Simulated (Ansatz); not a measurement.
# Σ9 (221) boundary in fcc Ir, starting shift (0.5, 0): structure and resistance, part 3 of 3

Aim: the relaxed structure and the specific resistance of the Σ9 (221) boundary in fcc Ir, starting shift (0.5, 0).

Ansatz 0.2.0; Ansatz plane-wave DFT, PBE, PAW files; relaxation of a bicrystal slab with its lowest layers held; PAW set soft_1 (the session's first sound run).

So far. Step 3 (Transmission across the boundary): Over the solved energies the transmission per spin lies between 2.36 and 2.46, out of 5.62 channels of the lead on average (up to 5.76). Step 4 (Specific resistance): Averaged over the energies near the Fermi level, 42.8 % of the channels pass, which makes 0.679 fΩ m².

### Step 5. Single-crystal slab for reference

The free faces cost energy too. A single-crystal slab with the same faces and held layers is relaxed, so that they cancel.

This step: Ansatz plane-wave DFT, PBE, PAW files; relaxation of a single-crystal slab with its lowest layers held; PAW set soft_1 (Ansatz 0.2.0).

System of this step: Ir slab, plane (2, 2, 1). The cell holds 31 atoms: 31 Ir. Its edges and angles: a = 2.715 Å, b = 8.145 Å, c = 30.197 Å, α = 90.0°, β = 90.0°, γ = 90.0°. It derives from Ir. Vacuum lies along c.

The input, input.yaml:

```yaml
crystal:
  lattice:
    - [2.7148657757, 0.0, 0.0]
    - [0.0, 8.1445973271, 0.0]
    - [0.0, 0.0, 30.197]
  atoms:
    - { symbol: Ir, position: [6.0e-10, 0.6666666667, 0.1655793622] }
    - { symbol: Ir, position: [0.5000000005, 0.9444444445, 0.186770209] }
    - { symbol: Ir, position: [5.0e-10, 0.2222222223, 0.2079610557] }
    - { symbol: Ir, position: [0.5000000005, 0.5000000001, 0.2291519025] }
    - { symbol: Ir, position: [5.0e-10, 0.7777777778, 0.2503427493] }
    - { symbol: Ir, position: [0.5000000005, 0.0555555556, 0.2715335961] }
    - { symbol: Ir, position: [4.0e-10, 0.3333333334, 0.2927244428] }
    - { symbol: Ir, position: [0.5000000004, 0.6111111112, 0.3139152896] }
    - { symbol: Ir, position: [4.0e-10, 0.8888888889, 0.3351061364] }
    - { symbol: Ir, position: [0.5000000004, 0.1666666667, 0.3562969831] }
    - { symbol: Ir, position: [4.0e-10, 0.4444444445, 0.3774878299] }
    - { symbol: Ir, position: [0.5000000003, 0.7222222223, 0.3986786767] }
    - { symbol: Ir, position: [3.0e-10, 0.0, 0.4198695235] }
    - { symbol: Ir, position: [0.5000000003, 0.2777777778, 0.4410603702] }
    - { symbol: Ir, position: [3.0e-10, 0.5555555556, 0.462251217] }
    - { symbol: Ir, position: [0.5000000003, 0.8333333334, 0.4834420638] }
    - { symbol: Ir, position: [3.0e-10, 0.1111111111, 0.5046329106] }
    - { symbol: Ir, position: [0.5000000002, 0.3888888889, 0.5258237573] }
    - { symbol: Ir, position: [2.0e-10, 0.6666666667, 0.5470146041] }
    - { symbol: Ir, position: [0.5000000002, 0.9444444445, 0.5682054509] }
    - { symbol: Ir, position: [2.0e-10, 0.2222222222, 0.5893962976] }
    - { symbol: Ir, position: [0.5000000002, 0.5, 0.6105871444] }
    - { symbol: Ir, position: [1.0e-10, 0.7777777778, 0.6317779912] }
    - { symbol: Ir, position: [0.5000000001, 0.0555555556, 0.652968838] }
    - { symbol: Ir, position: [1.0e-10, 0.3333333333, 0.6741596847] }
    - { symbol: Ir, position: [0.5000000001, 0.6111111111, 0.6953505315] }
    - { symbol: Ir, position: [1.0e-10, 0.8888888889, 0.7165413783] }
    - { symbol: Ir, position: [0.5000000001, 0.1666666667, 0.7377322251] }
    - { symbol: Ir, position: [0.0, 0.4444444444, 0.7589230718] }
    - { symbol: Ir, position: [0.5, 0.7222222222, 0.7801139186] }
    - { symbol: Ir, position: [0.0, 0.0, 0.8013047654] }
kpoints:
  mp_grid: { grid: [9, 3, 1] }
hamiltonian:
  xc: pbe
  pseudopotentials: { kind: paw, azcp: { folder: soft_1 } }
scf:
  occupations: { method: fermi_dirac, width: 0.1 }
relax:
  f_tol: 0.03
  max_steps: 80
  constraints: [{ sites: [0, 1, 2, 3, 4] }]
```

On the command line:

```
ansatz run input.yaml --threads 4 --pin off --max-ram 15360MiB --backend cpu --events-out ev --progress --plain --runs-dir out
```

Numbers of over 12 decimals in the logs are rounded to 6 here.

The log of the run:

```text
Warning: crystal.symmetry: narrowed to the stabiliser of the relax constraints — unitary ops 4 → 2; lowered at sites 0, 1, 2, 3, 4, 26, 27, 28, 29, 30 (the operations that carried what is held of a site onto what its image site leaves free; the constrained walk keeps no symmetry that its constraints do not admit)
[...]
Crystal: 31 atoms, lattice volume = 667.701 Å³
Basis set: ecut = 420 eV, 13167 PW (Γ), exchange–correlation on 40×120×432 points (8 copies of the dense FFT grid, shifted against one another)
Bands: 317, of which v1, the nominal top of the filled ones, is band 264 counted from 1 (263 counted from 0)
Symmetry: 2 space group operations
k-points: 10 of 27 (time reversal used)
[...]
SCF iter   9: F=-370034.672810 eV  HF=-370034.672823 eV  |F-HF|=1.35e-5  |Δ(HF+E_count)|=   1.21e-5  Δρ=3.65e-5  dr2=1.63e-5  ethr=4.27e-9  ⟨swp⟩=3.3  Hψ=13646  notcnv=0
SCF 1 converged in 9 iterations: F = -370034.672810 eV  dr2 = 1.63e-5
[...]
relax step   1: F+E_penalty+E_count = -370034.67280971 eV  Δ(F+E_penalty+E_count) = +0.000e0 eV  max|allowed force component| = 1.127e0 eV/Å  Δτ_max = 0.0000 Å  (9 SCF iters, dr2 threshold 2.25e-5 eV, accepted)
[...]
SCF iter   6: F=-370034.704346 eV  HF=-370034.704367 eV  |F-HF|=2.12e-5  |Δ(HF+E_count)|=   9.02e-5  Δρ=5.28e-5  dr2=3.85e-5  ethr=1.51e-8  ⟨swp⟩=3.4  Hψ=15151  notcnv=0
SCF 2 converged in 6 iterations: F = -370034.704346 eV  dr2 = 3.85e-5
[...]
relax step   2: F+E_penalty+E_count = -370034.70434574 eV  Δ(F+E_penalty+E_count) = -3.154e-2 eV  max|allowed force component| = 2.054e0 eV/Å  Δτ_max = 0.1963 Å  (6 SCF iters, dr2 threshold 7.93e-5 eV, accepted)
SCF iter   1: F=—  HF=-370034.967761 eV  |F-HF|=—  |Δ(HF+E_count)|=         —  Δρ=8.70e-3  dr2=2.72e0  ethr=1.39e-3  ⟨swp⟩=4.7  Hψ=6712  notcnv=0  defer=133
[...]
SCF iter   6: F=-370034.893555 eV  HF=-370034.893582 eV  |F-HF|=2.63e-5  |Δ(HF+E_count)|=   2.21e-5  Δρ=5.08e-5  dr2=3.39e-5  ethr=1.90e-8  ⟨swp⟩=3.1  Hψ=12909  notcnv=0
SCF 3 converged in 6 iterations: F = -370034.893555 eV  dr2 = 3.39e-5
relax step   3: F+E_penalty+E_count = -370034.89355529 eV  Δ(F+E_penalty+E_count) = -1.892e-1 eV  max|allowed force component| = 2.829e-1 eV/Å  Δτ_max = 0.1700 Å  (6 SCF iters, dr2 threshold 1.00e-4 eV, accepted)
[...]
relax step   4: F+E_penalty+E_count = -370034.89828165 eV  Δ(F+E_penalty+E_count) = -4.726e-3 eV  max|allowed force component| = 7.244e-2 eV/Å  Δτ_max = 0.0129 Å  (6 SCF iters, dr2 threshold 5.00e-6 eV, accepted)
SCF iter   1: F=—  HF=-370034.897281 eV  |F-HF|=—  |Δ(HF+E_count)|=         —  Δρ=2.63e-4  dr2=2.26e-3  ethr=3.93e-6  ⟨swp⟩=2.0  Hψ=5424  notcnv=0  defer=133
[...]
SCF iter   6: F=-370034.898671 eV  HF=-370034.898671 eV  |F-HF|=1.99e-8  |Δ(HF+E_count)|=   1.17e-7  Δρ=1.39e-6  dr2=4.05e-8  ethr=1.90e-11  ⟨swp⟩=5.5  Hψ=12534  notcnv=0
SCF 5 converged in 6 iterations: F = -370034.898671 eV  dr2 = 4.05e-8
relax step   5: F+E_penalty+E_count = -370034.89867058 eV  Δ(F+E_penalty+E_count) = -3.889e-4 eV  max|allowed force component| = 1.548e-2 eV/Å  Δτ_max = 0.0068 Å  (6 SCF iters, accepted)
SCF converged after 6 iterations
Free energy (F): -370034.898671 eV
[...]
Internal energy: -370033.822826 eV  (E = F + TS)
E sigma→0 (E₀):  -370034.360749 eV
Entropy (-TS):   -1.075844 eV (-34.705 meV/atom)
Fermi energy:    15.103072 eV
[...]
--- Forces (eV/Å), atoms counted from 1 ---
  atom   1  Ir     0.00000000     0.63067980     1.13335764
  atom   2  Ir    -0.00000000    -0.23155472     0.01145335
  atom   3  Ir    -0.00000000    -0.35647405     0.06715111
  atom   4  Ir    -0.00000000    -0.16355121    -0.94501366
  atom   5  Ir     0.00000000     0.12061727    -0.26093350
  atom   6  Ir    -0.00000000     0.00019596    -0.00247704
  atom   7  Ir    -0.00000000    -0.00004467    -0.00171050
  atom   8  Ir    -0.00000000    -0.00014567    -0.00240015
  atom   9  Ir    -0.00000000     0.00019594    -0.00190031
  atom  10  Ir    -0.00000000     0.00011830    -0.00187026
  atom  11  Ir    -0.00000000     0.00027107    -0.00076385
  atom  12  Ir     0.00000000    -0.00100126     0.00137974
  atom  13  Ir    -0.00000000     0.00099820    -0.00086896
  atom  14  Ir     0.00000000     0.00001178     0.00238411
  atom  15  Ir    -0.00000000    -0.00157437    -0.00019030
  atom  16  Ir     0.00000000     0.00094505     0.00169755
  atom  17  Ir     0.00000000    -0.00011626     0.00017821
  atom  18  Ir    -0.00000000     0.00178296    -0.00030978
  atom  19  Ir     0.00000000    -0.00187905     0.00298665
  atom  20  Ir    -0.00000000     0.00107252    -0.00440655
  atom  21  Ir     0.00000000     0.00175850     0.00229812
  atom  22  Ir    -0.00000000    -0.00308281    -0.00148617
  atom  23  Ir     0.00000000     0.00116789     0.00339133
  atom  24  Ir     0.00000000    -0.00128884     0.00400313
  atom  25  Ir     0.00000000     0.00167044    -0.00624710
  atom  26  Ir     0.00000000     0.00028264     0.00685076
  atom  27  Ir    -0.00000000    -0.00170388    -0.01157879
  atom  28  Ir    -0.00000000    -0.00106072     0.01547521
  atom  29  Ir    -0.00000000    -0.00401447    -0.00236012
  atom  30  Ir    -0.00000000     0.00658161     0.00498968
  atom  31  Ir    -0.00000000    -0.00085350    -0.01304750
  max |Σ_I F_I| component: 3.20e-5 eV/Å
--- Relaxed structure (5 steps of the walk, 5 accepted, 0 SCFs on fresh bases) ---
  F+E_penalty+E_count = -370034.89867058 eV   max|allowed force component| = 1.548e-2 eV/Å
  atoms:
    - { symbol: Ir, position: [-4.471891213079837e-18, 0.666667, 0.165579] }
    - { symbol: Ir, position: [0.5, 0.944444, 0.186770] }
    - { symbol: Ir, position: [-2.4262634252736956e-19, 0.222222, 0.207961] }
    - { symbol: Ir, position: [0.5, 0.500000, 0.229152] }
    - { symbol: Ir, position: [1.8258829153832135e-18, 0.777778, 0.250343] }
    - { symbol: Ir, position: [0.5, 0.058724, 0.271409] }
    - { symbol: Ir, position: [2.6983347509183355e-18, 0.335953, 0.292791] }
    - { symbol: Ir, position: [0.5, 0.613082, 0.314368] }
    - { symbol: Ir, position: [2.550528029964224e-18, 0.891065, 0.334666] }
    - { symbol: Ir, position: [0.5, 0.166905, 0.357159] }
    - { symbol: Ir, position: [3.8950183315111296e-18, 0.444446, 0.378543] }
    - { symbol: Ir, position: [0.5, 0.723162, 0.399671] }
    - { symbol: Ir, position: [4.093663728882457e-18, 0.000598293, 0.421313] }
    - { symbol: Ir, position: [0.5, 0.278328, 0.442748] }
    - { symbol: Ir, position: [6.402283817755637e-18, 0.556875, 0.463999] }
    - { symbol: Ir, position: [0.5, 0.834983, 0.485808] }
    - { symbol: Ir, position: [6.591483926188961e-18, 0.112998, 0.507302] }
    - { symbol: Ir, position: [0.5, 0.391147, 0.528468] }
    - { symbol: Ir, position: [6.622937110468463e-18, 0.668648, 0.549980] }
    - { symbol: Ir, position: [0.5, 0.947066, 0.571795] }
    - { symbol: Ir, position: [9.135296515539616e-18, 0.225537, 0.592997] }
    - { symbol: Ir, position: [0.5, 0.502410, 0.614097] }
    - { symbol: Ir, position: [8.534755055175797e-18, 0.779289, 0.636405] }
    - { symbol: Ir, position: [0.5, 0.057451, 0.657308] }
    - { symbol: Ir, position: [7.948935023798286e-18, 0.333086, 0.678993] }
    - { symbol: Ir, position: [0.5, 0.611047, 0.699015] }
    - { symbol: Ir, position: [1.10171949869866e-17, 0.891643, 0.720479] }
    - { symbol: Ir, position: [0.5, 0.172914, 0.745665] }
    - { symbol: Ir, position: [1.2430843699047573e-17, 0.451443, 0.762853] }
    - { symbol: Ir, position: [0.5, 0.723355, 0.783648] }
    - { symbol: Ir, position: [1.745359976538989e-18, -0.00818614, 0.803247] }
```

Run time: 5.8 min. Hardware: 4 threads of Arm Neoverse V2, shared host; peak memory 4.3 GiB; 23 min of CPU time.

Relaxation path:

```
step  energy less that of the first step (eV)  largest force component (eV/Å)
   1                                   0.0000                          1.1267
   2                                  -0.0315                          2.0536
   3                                  -0.2207                          0.2829
   4                                  -0.2255                          0.0724
   5                                  -0.2259                          0.0155
```

The atoms that moved most (Å):

```
atom     dx      dy     dz  length
Ir28  0.000   0.051  0.240   0.245
Ir25  0.000  -0.002  0.146   0.146
Ir23  0.000   0.012  0.140   0.140
Ir24  0.000   0.015  0.131   0.132
Ir29  0.000   0.057  0.119   0.132
Ir27  0.000   0.022  0.119   0.121
Ir21  0.000   0.027  0.109   0.112
Ir26  0.000  -0.001  0.111   0.111
```

Final coordinates:

```xyz
31
Lattice="2.7149 0.0000 0.0000 0.0000 8.1446 0.0000 0.0000 0.0000 30.1970" Properties=species:S:1:pos:R:3
Ir    0.0000    5.4297    5.0000
Ir    1.3574    7.6921    5.6399
Ir    0.0000    1.8099    6.2798
Ir    1.3574    4.0723    6.9197
Ir    0.0000    6.3347    7.5596
Ir    1.3574    0.4783    8.1957
Ir    0.0000    2.7362    8.8414
Ir    1.3574    4.9933    9.4930
Ir    0.0000    7.2574   10.1059
Ir    1.3574    1.3594   10.7851
Ir    0.0000    3.6198   11.4308
Ir    1.3574    5.8899   12.0689
Ir    0.0000    0.0049   12.7224
Ir    1.3574    2.2669   13.3697
Ir    0.0000    4.5355   14.0114
Ir    1.3574    6.8006   14.6700
Ir    0.0000    0.9203   15.3190
Ir    1.3574    3.1857   15.9581
Ir    0.0000    5.4459   16.6078
Ir    1.3574    7.7135   17.2665
Ir    0.0000    1.8369   17.9067
Ir    1.3574    4.0919   18.5439
Ir    0.0000    6.3470   19.2175
Ir    1.3574    0.4679   19.8487
Ir    0.0000    2.7128   20.5036
Ir    1.3574    4.9767   21.1082
Ir    0.0000    7.2621   21.7563
Ir    1.3574    1.4083   22.5168
Ir    0.0000    3.6768   23.0359
Ir    1.3574    5.8914   23.6638
Ir    0.0000   -0.0667   24.2556
```

This step gave:

```
free energy             : -370034.8987 eV
energy at zero smearing : -370034.3607 eV
Fermi energy            : 15.10 eV
```

The largest force component on a free atom ends at 0.015 eV/Å, under the tolerance of 0.03, after 5 steps.

### Step 6. Bulk reference

The perfect crystal gives the energy per atom, for the atoms by which bicrystal and slab differ.

This step: Ansatz plane-wave DFT, PBE, PAW files; bulk reference; PAW set soft_1 (Ansatz 0.2.0).

System of this step: Ir. The structure is cubic, space group Fm-3m (No. 225). Conventional cell: a = 3.839 Å, b = 3.839 Å, c = 3.839 Å, α = 90.00°, β = 90.00°, γ = 90.00°. Nearest to Ir lie 12 Ir at 2.71 Å.

input.yaml, the sections that differ from step 5:

```yaml
crystal:
  lattice:
    - [0.0, 1.9197, 1.9197]
    - [1.9197, 0.0, 1.9197]
    - [1.9197, 1.9197, 0.0]
  atoms:
    - { symbol: Ir, position: [0.0, 0.0, 0.0] }
kpoints:
  mp_grid: { grid: [19, 19, 19] }
# hamiltonian, scf: as in step 5
# relax: removed
```

The log of the run:

```text
[...]
Crystal: 1 atoms, lattice volume = 14.149 Å³
Basis set: ecut = 420 eV, 283 PW (Γ)
Bands: 13, of which v1, the nominal top of the filled ones, is band 9 counted from 1 (8 counted from 0)
Symmetry: 48 space group operations
[...]
k-points: 220 of 6859
[...]
SCF iter   1: F=—  HF=-11936.912931 eV  |F-HF|=—  |Δ(HF+E_count)|=         —  Δρ=4.86e-2  dr2=2.40e-1  ethr=3.10e-3  ⟨swp⟩=5.0  Hψ=14666  notcnv=0
[...]
SCF iter   6: F=-11936.835594 eV  HF=-11936.835594 eV  |F-HF|=8.00e-11  |Δ(HF+E_count)|=   2.50e-8  Δρ=2.12e-6  dr2=1.81e-10  ethr=5.79e-10  ⟨swp⟩=1.0  Hψ=8318  notcnv=0
SCF 1 converged in 6 iterations: F = -11936.835594 eV  dr2 = 1.81e-10
[...]
SCF converged after 6 iterations
Free energy (F): -11936.835594 eV
[...]
Internal energy: -11936.800931 eV  (E = F + TS)
E sigma→0 (E₀):  -11936.818263 eV
Entropy (-TS):   -0.034663 eV (-34.663 meV/atom)
Fermi energy:    25.781889 eV
[...]
```

Wall time 0.49 s (4 threads); peak memory 0.28 GiB; 1.5 s of CPU time.

This step gave:

```
free energy             : -11936.8356 eV
energy at zero smearing : -11936.8183 eV
Fermi energy            : 25.78 eV
```

### Step 7. Boundary energy

This step: Ansatz plane-wave DFT, PBE, PAW files; bicrystal less single-crystal slab less bulk atoms, a boundary area; PAW set soft_1 (Ansatz 0.2.0).

Numbers from this step:

```yaml
excess_energy_of_the_cell: 1.892 eV
boundary_energy: 1.371 J/m²
```

The boundary costs 1.4 J/m².

By hand: 1.89 eV / 22.11 Å² × 16.02 = 1.37 J/m².

### Step 8. What came out

* specific resistance of the boundary: 0.679 fΩ m²
* share of channels that pass: 0.428
* boundary energy: 1.37 J/m²

**Reading.** The boundary has a specific resistance of 0.68 fΩ m² and an energy of 1.4 J/m². The boundary reflects 57 % of the channels; 0.68 fΩ m² is 6.8×10⁻¹² Ω·cm². In the relaxation the upper grain slid sideways by about 1.8 Å, so the result belongs to the position that it found, not to the starting one. One starting structure was relaxed; another shift or atom count at the boundary may lie lower. Spin-orbit coupling is left out, which matters for Ir.

[Logs are printed without paths, hosts, clocks, repeated set-up lines and the standing remarks that a program may print on its own settings, such as how far it seeks lower states.]

[Hosts, paths, dates, database ids (printed as entryN), source tags and the programs' standing remarks are cut or masked in the printed files.]
